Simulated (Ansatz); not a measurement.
# Zr chain started as a strip of triangles: period, moment and channels by functional

Aim: how far do the period, the moment and the conductance of the Zr chain started as a strip of triangles depend on the functional, the datasets and spin-orbit coupling, and at what cost?

Main program and level: Ansatz 0.2.0; DFT PBE, plane waves, PAW; relaxation of a chain's period, in the first sound run; inputs show where later runs differ.

## (1) The structure

The cell holds 2 atoms: 2 Zr. Cell: a = 9.000 Å, b = 7.500 Å, c = 3.425 Å, α = 90.0°, β = 90.0°, γ = 90.0°. Vacuum lies along a and b. The structure's axis is c.

## (2) Relaxing the period, level PBE, cutoff 420 eV

Band widths follow the bond lengths, so the chain is relaxed first. The atoms and the third cell vector are free; the box across stays fixed as vacuum. Moments are seeded so that a magnetic state can form if it lies lower. A Fermi-Dirac smearing is set since the result may be a metal. The pressure printed is a third of the stress's trace over the whole box, vacuum included; only the stress along the axis is relaxed.

input.yaml

```yaml
crystal:
  lattice:
    - [9.0, 0.0, 0.0]
    - [0.0, 7.5, 0.0]
    - [0.0, 0.0, 3.42475]
  atoms:
    - { symbol: Zr, position: [0.337444444, 0.5, 0.0], spin: 1.0 }
    - { symbol: Zr, position: [0.662555556, 0.5, 0.5], spin: 1.0 }
magnetization:
  spin_polarized: true
kpoints:
  mp_grid: { grid: [1, 1, 24] }
scf:
  occupations: { method: fermi_dirac, width: 0.05 }
hamiltonian:
  xc: pbe
relax:
  cell: { fix: [a, b, alpha, beta, gamma] }
  max_steps: 60
```

Run with:

```
$ ansatz run input.yaml --threads 4 --pin off --max-ram 8192MiB --backend cpu --events-out ev --progress --plain --runs-dir out
```

Numbers of over 12 decimals in the logs are rounded to 6 here.

The program printed:

```text
Engine: ansatz 0.2.0, aarch64-unknown-linux-gnu
Pseudopotentials: kind: paw
Pseudopotential: Zr, paw, valence charge 12, recommended cutoff 420 eV (normal), Zr.paw.azcp
Functional definition: PBE
  parameter kappa = 0.804
  parameter beta = 0.066725
  exchange = pbe_x(kappa = kappa, mu = beta*pi^2/3)
  correlation = pbe_c(beta = beta)
Crystal: 2 atoms, lattice volume = 231.171 Å³
Basis set: ecut = 420 eV, 4517 PW (Γ), exchange–correlation on 128×108×48 points (8 copies of the dense FFT grid, shifted against one another)
Bands: 17, of which v1, the nominal top of the filled ones, is band 12 counted from 1 (11 counted from 0)
Symmetry: 8 space group operations
Space group: Pmma (ITA 51), of the structure as read, at distance tolerance 6.1e-5 Å
Magnetic group: BNS 51.289 (UNI 387), of the structure as read, at distance tolerance 6.1e-5 Å
k-points: 13 of 24
Non-local potential: Zr, projectors of the file, l = 0: 3, l = 1: 2, l = 2: 2, l = 3: 2
PAW form: soft (Blöchl's): semilocal exchange-correlation on the pseudo side does not see the compensation charge
PAW one-centre angular grid: Zr, 590 points (default); XC on 64 Gauss nodes
Initial density: superposition of atomic densities (neutral atoms: chi_scale 0, normalization atom)
Starting moments: Σ|m| = 2 μB on 2 of 2 sites
Initial wavefunctions: pseudopotential atomic-orbital guess
Functional: x = pbe(κ = 0.804, μ = 0.219515), c = pbe(β = 0.066725)
SCF iter   1: F=—  HF=-8361.827039 eV  |F-HF|=—  |Δ(HF+E_count)|=         —  Δρ=1.26e-2 (↑1.26e-2 ↓1.25e-2)  dr2=6.98e0  dr2_m=2.93e-2  M=1.773 μB ∫|m|=1.773 μB  β_m=0.30  ethr=3.10e-3  ⟨swp⟩=4.8  Hψ=2133  notcnv=0
Mixer restart at iter 1: flushing history
preconditioner: auto → LDOS  [metal: Δε(μ)=0.048 eV  Ē_g=2.006 eV  σ=0.050 eV  W_gap=0.23  n_scr=22 (ndim 8)  ℏωp=6.9 eV  f_vac=0.406  D(μ)=5.50/eV (n_scr^D=30)]
spin=Collinear: LDOS preconditioning applied to the charge; magnetization (m = ρ↑ − ρ↓) channel mixes plain (no charge-response kernel on spin).
SCF iter   2: F=—  HF=-8361.050928 eV  |F-HF|=—  |Δ(HF+E_count)|=   7.76e-1  Δρ=8.73e-3 (↑8.66e-3 ↓8.73e-3)  dr2=3.10e0  dr2_m=1.35e-2  M=1.873 μB ∫|m|=1.873 μB  β_m=0.59  ethr=3.10e-3  ⟨swp⟩=2.0  Hψ=884  notcnv=0
SCF iter   3: F=—  HF=-8360.530146 eV  |F-HF|=—  |Δ(HF+E_count)|=   5.21e-1  Δρ=3.12e-3 (↑3.12e-3 ↓2.64e-3)  dr2=7.10e-2  dr2_m=1.92e-3  M=2.117 μB ∫|m|=2.117 μB  β_m=0.68  ethr=3.10e-3  ⟨swp⟩=3.3  Hψ=907  notcnv=0
SCF iter   4: F=—  HF=-8360.595684 eV  |F-HF|=—  |Δ(HF+E_count)|=         —  Δρ=1.39e-3 (↑1.36e-3 ↓1.39e-3)  dr2=2.00e-2  dr2_m=8.17e-4  M=2.087 μB ∫|m|=2.087 μB  β_m=0.68  ethr=2.96e-4  ⟨swp⟩=2.5  Hψ=848  notcnv=0
Mixer restart at iter 4: flushing history
SCF iter   5: F=—  HF=-8360.607560 eV  |F-HF|=—  |Δ(HF+E_count)|=   1.19e-2  Δρ=8.49e-4 (↑8.39e-4 ↓8.49e-4)  dr2=7.01e-3  dr2_m=3.64e-4  M=2.115 μB ∫|m|=2.115 μB  β_m=0.84  ethr=8.33e-5  ⟨swp⟩=2.1  Hψ=617  notcnv=0
SCF iter   6: F=—  HF=-8360.616212 eV  |F-HF|=—  |Δ(HF+E_count)|=   8.65e-3  Δρ=5.52e-4 (↑5.52e-4 ↓5.44e-4)  dr2=1.75e-3  dr2_m=4.65e-4  M=2.234 μB ∫|m|=2.234 μB  β_m=0.92  ethr=2.92e-5  ⟨swp⟩=2.7  Hψ=789  notcnv=0
SCF iter   7: F=—  HF=-8360.616892 eV  |F-HF|=—  |Δ(HF+E_count)|=   6.80e-4  Δρ=4.93e-4 (↑4.70e-4 ↓4.93e-4)  dr2=4.95e-4  dr2_m=3.87e-4  M=2.293 μB ∫|m|=2.293 μB  β_m=0.96  ethr=7.28e-6  ⟨swp⟩=6.6  Hψ=3870  notcnv=0
automatic band count: the SCF goes on with 21 bands, as 17 were too few: the levels above may hold too much charge
SCF iter   8: F=—  HF=-8360.619626 eV  |F-HF|=—  |Δ(HF+E_count)|=   2.73e-3  Δρ=7.67e-4 (↑6.28e-4 ↓7.67e-4)  dr2=1.96e-3  dr2_m=8.57e-4  M=2.499 μB ∫|m|=2.499 μB  β_m=0.63  ethr=2.06e-6  ⟨swp⟩=2.0  Hψ=1043  notcnv=0  defer=4  recentre
SCF iter   9: F=-8360.619734 eV  HF=-8360.619700 eV  |F-HF|=3.36e-5  |Δ(HF+E_count)|=   7.39e-5  Δρ=7.48e-4 (↑6.30e-4 ↓7.48e-4)  dr2=1.52e-3  dr2_m=8.32e-4  M=2.509 μB ∫|m|=2.509 μB  β_m=0.42  ethr=2.06e-6  ⟨swp⟩=1.0  Hψ=546  notcnv=0  defer=3
SCF iter  10: F=-8360.622915 eV  HF=-8360.623099 eV  |F-HF|=1.84e-4  |Δ(HF+E_count)|=   3.40e-3  Δρ=9.62e-4 (↑8.10e-4 ↓9.62e-4)  dr2=2.63e-3  dr2_m=1.38e-3  M=2.724 μB ∫|m|=2.724 μB  β_m=0.54  ethr=2.06e-6  ⟨swp⟩=2.0  Hψ=843  notcnv=0  defer=4
SCF iter  11: F=-8360.631814 eV  HF=-8360.631794 eV  |F-HF|=1.96e-5  |Δ(HF+E_count)|=   8.69e-3  Δρ=1.28e-3 (↑1.13e-3 ↓1.28e-3)  dr2=3.88e-3  dr2_m=2.58e-3  M=3.138 μB ∫|m|=3.138 μB  β_m=0.66  ethr=2.06e-6  ⟨swp⟩=2.0  Hψ=976  notcnv=0  defer=4
SCF iter  12: F=-8360.654362 eV  HF=-8360.649872 eV  |F-HF|=4.49e-3  |Δ(HF+E_count)|=   1.81e-2  Δρ=1.83e-3 (↑1.45e-3 ↓1.83e-3)  dr2=4.50e-3  dr2_m=4.31e-3  M=3.824 μB ∫|m|=3.824 μB  β_m=1.00  ethr=2.06e-6  ⟨swp⟩=3.0  Hψ=1180  notcnv=0  defer=4
SCF iter  13: F=-8360.650757 eV  HF=-8360.657548 eV  |F-HF|=6.79e-3  |Δ(HF+E_count)|=   7.68e-3  Δρ=3.03e-3 (↑1.95e-3 ↓3.03e-3)  dr2=3.08e-2  dr2_m=9.85e-3  M=4.248 μB ∫|m|=4.248 μB  β_m=0.83  ethr=2.06e-6  ⟨swp⟩=3.6  Hψ=1399  notcnv=0  defer=4  recentre
SCF iter  14: F=-8360.658689 eV  HF=-8360.659644 eV  |F-HF|=9.55e-4  |Δ(HF+E_count)|=   2.10e-3  Δρ=1.75e-3 (↑9.85e-4 ↓1.75e-3)  dr2=1.64e-2  dr2_m=2.22e-3  M=4.163 μB ∫|m|=4.163 μB  β_m=0.44  ethr=2.06e-6  ⟨swp⟩=2.3  Hψ=1125  notcnv=0  defer=4
SCF iter  15: F=-8360.647299 eV  HF=-8360.645423 eV  |F-HF|=1.88e-3  |Δ(HF+E_count)|=   1.42e-2  Δρ=1.61e-3 (↑1.46e-3 ↓1.61e-3)  dr2=3.52e-3  dr2_m=4.28e-3  M=3.619 μB ∫|m|=3.619 μB  β_m=0.85  ethr=2.06e-6  ⟨swp⟩=3.0  Hψ=1207  notcnv=0  defer=4  recentre
SCF iter  16: F=-8360.660258 eV  HF=-8360.658617 eV  |F-HF|=1.64e-3  |Δ(HF+E_count)|=   1.32e-2  Δρ=1.60e-3 (↑1.40e-3 ↓1.60e-3)  dr2=2.57e-3  dr2_m=4.07e-3  M=3.943 μB ∫|m|=3.943 μB  β_m=0.93  ethr=2.06e-6  ⟨swp⟩=2.0  Hψ=1054  notcnv=0  defer=4
SCF iter  17: F=-8360.665980 eV  HF=-8360.665942 eV  |F-HF|=3.78e-5  |Δ(HF+E_count)|=   7.33e-3  Δρ=2.84e-4 (↑1.71e-4 ↓2.84e-4)  dr2=2.07e-4  dr2_m=6.65e-5  M=4.157 μB ∫|m|=4.157 μB  β_m=0.96  ethr=2.06e-6  ⟨swp⟩=3.3  Hψ=1176  notcnv=0  defer=4
SCF iter  18: F=-8360.665971 eV  HF=-8360.665990 eV  |F-HF|=1.94e-5  |Δ(HF+E_count)|=   4.80e-5  Δρ=3.05e-4 (↑2.57e-4 ↓3.05e-4)  dr2=1.53e-4  dr2_m=1.40e-4  M=4.167 μB ∫|m|=4.167 μB  β_m=0.94  ethr=8.61e-7  ⟨swp⟩=2.8  Hψ=947  notcnv=0  defer=4
SCF iter  19: F=-8360.666077 eV  HF=-8360.666078 eV  |F-HF|=5.91e-7  |Δ(HF+E_count)|=   8.76e-5  Δρ=3.92e-5 (↑3.85e-5 ↓3.92e-5)  dr2=5.73e-6  dr2_m=2.56e-6  M=4.153 μB ∫|m|=4.153 μB  β_m=0.95  ethr=6.36e-7  ⟨swp⟩=2.0  Hψ=810  notcnv=0  defer=4
[...]
the starting moments were not kept: the SCF closed with an absolute magnetisation of 2.3e-5 μB, where they sum to 2 μB in size (2 sites). That is at most 0.1 of that sum. Measured as dr2_m measures the in/out step, that magnetisation stands 2.7e-11 eV from none, at or under the dr2_threshold of 2.0e-7 eV: it is no larger than a step whose dr2_m would equal this threshold.
SCF 3 converged in 12 iterations: F = -8362.431837 eV  dr2 = 2.45e-10
relax step   3: F+E_penalty+E_count = -8362.43183693 eV  Δ(F+E_penalty+E_count) = -5.028e-1 eV  max|allowed force component| = 1.000e0 eV/Å  Δτ_max = 0.1966 Å  P = -0.649 GPa  Ω = 216.786 Å³  energy of the carried Pulay correction = +2.891e-4 eV  fix = [a, b, alpha, beta, gamma]  reactions: a +1.781, b -0.201 GPa  (12 SCF iters, dr2 threshold 2.00e-7 eV, accepted)
[...]
relax step   4: F+E_penalty+E_count = -8362.70401806 eV  Δ(F+E_penalty+E_count) = -2.722e-1 eV  max|allowed force component| = 2.257e-1 eV/Å  Δτ_max = 0.0678 Å  P = -0.958 GPa  Ω = 205.554 Å³  energy of the carried Pulay correction = +5.281e-4 eV  fix = [a, b, alpha, beta, gamma]  reactions: a -0.056, b -0.245 GPa  (11 SCF iters, dr2 threshold 2.00e-7 eV, accepted)
[...]
relax step   5: F+E_penalty+E_count = -8362.81069279 eV  Δ(F+E_penalty+E_count) = -1.067e-1 eV  max|allowed force component| = 1.490e-1 eV/Å  Δτ_max = 0.0017 Å  P = -0.084 GPa  Ω = 194.383 Å³  energy of the carried Pulay correction = +7.784e-4 eV  fix = [a, b, alpha, beta, gamma]  reactions: a +0.613, b -0.309 GPa  (11 SCF iters, dr2 threshold 2.00e-7 eV, accepted)
[...]
relax step   6: F+E_penalty+E_count = -8362.81750529 eV  Δ(F+E_penalty+E_count) = -6.812e-3 eV  max|allowed force component| = 3.133e-2 eV/Å  Δτ_max = 0.0116 Å  P = +0.110 GPa  Ω = 190.649 Å³  energy of the carried Pulay correction = +8.650e-4 eV  fix = [a, b, alpha, beta, gamma]  reactions: a +0.424, b -0.328 GPa  (11 SCF iters, dr2 threshold 2.00e-7 eV, accepted)
[...]
relax step   7: F+E_penalty+E_count = -8362.81806522 eV  Δ(F+E_penalty+E_count) = -5.599e-4 eV  max|allowed force component| = 9.385e-3 eV/Å  Δτ_max = 0.0002 Å  P = +0.022 GPa  Ω = 191.440 Å³  energy of the carried Pulay correction = +8.465e-4 eV  fix = [a, b, alpha, beta, gamma]  reactions: a +0.384, b -0.323 GPa  (10 SCF iters, dr2 threshold 1.38e-7 eV, accepted)
Basis set: ecut = 420 eV, 3755 PW (Γ), exchange–correlation on 128×108×40 points (8 copies of the dense FFT grid, shifted against one another)
Initial wavefunctions: pseudopotential atomic-orbital guess (no wavefunctions were taken with the density)
iter 1 solved again at ethr=4.90e-8 eV; its pass at ethr=3.10e-3 eV (dr2=1.18e-5 eV) is discarded
SCF iter   1: F=—  HF=-8362.817562 eV  |F-HF|=—  |Δ(HF+E_count)|=         —  Δρ=3.07e-5 (↑3.07e-5 ↓3.07e-5)  dr2=6.99e-7  dr2_m=1.90e-11  M=-0.000 μB ∫|m|=0.000 μB  β_m=0.65  ethr=4.90e-8  ⟨swp⟩=3.2  Hψ=4218  notcnv=0
preconditioner: auto → LDOS  [metal: Δε(μ)=0.109 eV  Ē_g=3.433 eV  σ=0.050 eV  W_gap=0.50  n_scr=10 (ndim 8)  ℏωp=7.6 eV  f_vac=0.518  D(μ)=2.97/eV (n_scr^D=16)]
spin=Collinear: LDOS preconditioning applied to the charge; magnetization (m = ρ↑ − ρ↓) channel mixes plain (no charge-response kernel on spin).
SCF iter   2: F=—  HF=-8362.817564 eV  |F-HF|=—  |Δ(HF+E_count)|=   1.76e-6  Δρ=1.06e-5 (↑1.06e-5 ↓1.06e-5)  dr2=7.82e-8  dr2_m=1.42e-11  M=-0.000 μB ∫|m|=0.000 μB  β_m=0.62  ethr=2.91e-9  ⟨swp⟩=3.0  Hψ=872  notcnv=0
SCF iter   3: F=—  HF=-8362.817564 eV  |F-HF|=—  |Δ(HF+E_count)|=   2.53e-7  Δρ=1.32e-6 (↑1.32e-6 ↓1.31e-6)  dr2=5.05e-9  dr2_m=9.66e-12  M=-0.000 μB ∫|m|=0.000 μB  β_m=0.66  ethr=3.26e-10  ⟨swp⟩=2.8  Hψ=906  notcnv=0
SCF iter   4: F=—  HF=-8362.817564 eV  |F-HF|=—  |Δ(HF+E_count)|=   5.09e-9  Δρ=2.90e-7 (↑2.55e-7 ↓2.90e-7)  dr2=7.92e-10  dr2_m=6.89e-12  M=-0.000 μB ∫|m|=0.000 μB  β_m=0.63  ethr=2.11e-11  ⟨swp⟩=2.3  Hψ=737  notcnv=0
SCF iter   5: F=—  HF=-8362.817564 eV  |F-HF|=—  |Δ(HF+E_count)|=  6.44e-10  Δρ=1.20e-7 (↑9.66e-8 ↓1.20e-7)  dr2=7.21e-11  dr2_m=5.29e-12  M=-0.000 μB ∫|m|=0.000 μB  β_m=0.81  ethr=3.30e-12  ⟨swp⟩=2.1  Hψ=685  notcnv=0
SCF iter   6: F=-8362.817564 eV  HF=-8362.817564 eV  |F-HF|=1.82e-11  |Δ(HF+E_count)|=  1.53e-10  Δρ=4.86e-8 (↑3.93e-8 ↓4.86e-8)  dr2=4.76e-12  dr2_m=2.74e-12  M=-0.000 μB ∫|m|=0.000 μB  ethr=1.00e-12  ⟨swp⟩=4.3  Hψ=2070  notcnv=0
the starting moments were not kept: the SCF closed with an absolute magnetisation of 3.4e-5 μB, where they sum to 2 μB in size (2 sites). That is at most 0.1 of that sum.
SCF 8 converged in 6 iterations: F = -8362.817564 eV  dr2 = 4.76e-12
relax step   8: F+E_penalty+E_count = -8362.81756394 eV  Δ(F+E_penalty+E_count) = +5.013e-4 eV  max|allowed force component| = 9.745e-3 eV/Å  Δτ_max = 0.0000 Å  P = +0.021 GPa  Ω = 191.440 Å³  fix = [a, b, alpha, beta, gamma]  reactions: a +0.385, b -0.324 GPa  stress off target by 3.37e-3 GPa on what of the cell is left free  SCF on the basis re-selected at this cell (its energy is not comparable with the rows above)  (6 SCF iters)
basis re-selected at this cell: Δ(F+E_penalty+E_count) = +5.013e-4 eV, ΔP = -0.001 GPa vs the last step (what re-selecting the basis moved, of the pressure what is left beyond the Pulay correction that the steps carried, after the strain that the cell walked since its last selection, with what the two solves' SCF thresholds leave and, on support functions, any second-order correction that the steps lacked; it is no measure of the basis error at this ecutwfc). The dense FFT grid was sized anew with the basis: this SCF ran on 64×54×20 points, the steps before it on 64×54×24, so part of this shift can come from that change (see relax.cell in the input reference). [rest of the remark cut]
SCF converged after 6 iterations
Magnetization: -0.0000 μB (12.0000 up, 12.0000 down)
Absolute magnetization: 0.0000 μB (∫|ρ↑−ρ↓|, with the PAW one-centre terms)
Spin contamination: 0.0000 ħ² per cell (⟨S²⟩ above its minimum at these occupations)
Per-site moments (μB) at R_I (Å): [(-2.5716397125281523e-6, 1.112901), (-2.571639712599272e-6, 1.112901)]
Free energy (F): -8362.817564 eV
Harris-Foulkes:  -8362.817564 eV  (|F-HF|=1.82e-11)
Internal energy: -8362.792766 eV  (E = F + TS)
E sigma→0 (E₀):  -8362.805165 eV
Entropy (-TS):   -0.024798 eV (-12.399 meV/atom)
Fermi energy:    1.016797 eV
--- Per-component energies (eV) ---
  E_band       = -498.022723
  E_kinetic    = 666.839622
  E_local      = -4309.171276  (includes V_loc(G=0)·N_el)
  E_nonlocal   = 166.837352
  E_hartree    = 1758.894115
  E_xc         = -319.798270
  E_vxc        = -377.176852  (∫ρ·V_xc dr)
  E_paw        = -5909.939161  (= ΣΔE_a)
  E_vpaw       = -163.139939  (= ΣTr[D̂ρ^β])
  E_aug_tail   = 0.000052  (compensation charges beyond the density's cutoff)
  E_ewald      = -416.455200
  E_smearing   = -0.024798  (= −TS)
  E_closure    = -0.000000  (closes the sum)
  Σ components = -8362.817564   (vs F -8362.817564, Δ=0.00e0)
--- Forces (eV/Å), atoms counted from 1 ---
  atom   1  Zr    -0.00974513    -0.00000000    -0.00000000
  atom   2  Zr     0.00974513     0.00000000     0.00000000
  max |Σ_I F_I| component: 3.47e-18 eV/Å
--- Stress (GPa, compression-positive) ---
        0.385112       0.000000       0.000000
        0.000000      -0.324317      -0.000000
        0.000000      -0.000000       0.003372
  P = ⅓ Tr σ = 0.0214 GPa (0.214 kbar)
--- Relaxed structure (7 steps of the walk, 7 accepted, 1 SCFs on fresh bases) ---
  F+E_penalty+E_count = -8362.81756394 eV   max|allowed force component| = 9.745e-3 eV/Å   (the final SCF, on the basis selected at the relaxed cell)
  cell:  # Å, volume = 191.4403 Å³
    - [9.0, 0, 0]
    - [0, 7.5, 0]
    - [0, 0, 2.836152]
  atoms:
    - { symbol: Zr, position: [0.372489, 0.500000, -5.112250810226973e-18] }
    - { symbol: Zr, position: [0.627511, 0.500000, 0.5] }
```

The job ended after 30 s (4 threads of Arm Neoverse V1, shared host; peak memory 0.57 GiB; 1.9 min of CPU time).

Step by step:

```tsv
step	energy less that of the first step (eV)	largest force component (eV/Å)	pressure (GPa)	volume (Å³)
1	0.0000	1.6603	-3.00	231.17
2	-1.2630	2.2005	-3.01	221.55
3	-1.7658	1.0003	-0.65	216.79
4	-2.0379	0.2257	-0.96	205.55
5	-2.1446	0.1490	-0.08	194.38
6	-2.1514	0.0313	0.11	190.65
7	-2.1520	0.0094	0.02	191.44
8*	-2.1515	0.0097	0.02	191.44
```

Relaxation steps marked * repeat the geometry before them on a plane-wave basis chosen anew for their cell, so energy and pressure can jump there.

The run keeps the 8 symmetry operations that it works with, so distortions that break them were not tested.

```tsv
cell as run	before	after	change
c (Å)	3.425	2.836	-17.2 %
```

The atoms that moved most (Å, along periodic axes as changes of fractional coordinates times the final cell, across vacuum about the mean position):

```tsv
atom	dx	dy	dz	length
Zr1	0.315	0.000	0.000	0.315
Zr2	-0.315	0.000	0.000	0.315
```

The relaxed structure:

```cif
data_structure
_symmetry_space_group_name_H-M 'P 1'
_symmetry_Int_Tables_number 1
_cell_length_a 9.0000
_cell_length_b 7.5000
_cell_length_c 2.8362
_cell_angle_alpha 90.000
_cell_angle_beta 90.000
_cell_angle_gamma 90.000
_cell_volume 191.44
loop_
_atom_site_label
_atom_site_type_symbol
_atom_site_fract_x
_atom_site_fract_y
_atom_site_fract_z
_atom_site_occupancy
Zr1 Zr 0.37249 0.50000 0.00000 1
Zr2 Zr 0.62751 0.50000 0.50000 1
```

Numbers from this step:

* energy at zero smearing: -8362.8052 eV
* cell length along the wire: 2.836 Å

The cell's length comes to 2.836 Å with no moment. That is -17 % against the start, more than a small adjustment.

The cell shrank by 17.2 % in its periodic edges. First to last step the energy falls by 2.151 eV, across changes of basis; the largest move, 0.32 Å, is that of Zr1 and 1 other atom alike.

(Part 1 of 4 ends here.)

[Logs are printed without paths, hosts, clocks, repeated set-up lines and the standing remarks that a program may print on its own settings, such as how far it seeks lower states.]

[Hosts, paths, dates, database ids (printed as entryN), source tags and the programs' standing remarks are cut or masked in the printed files.]
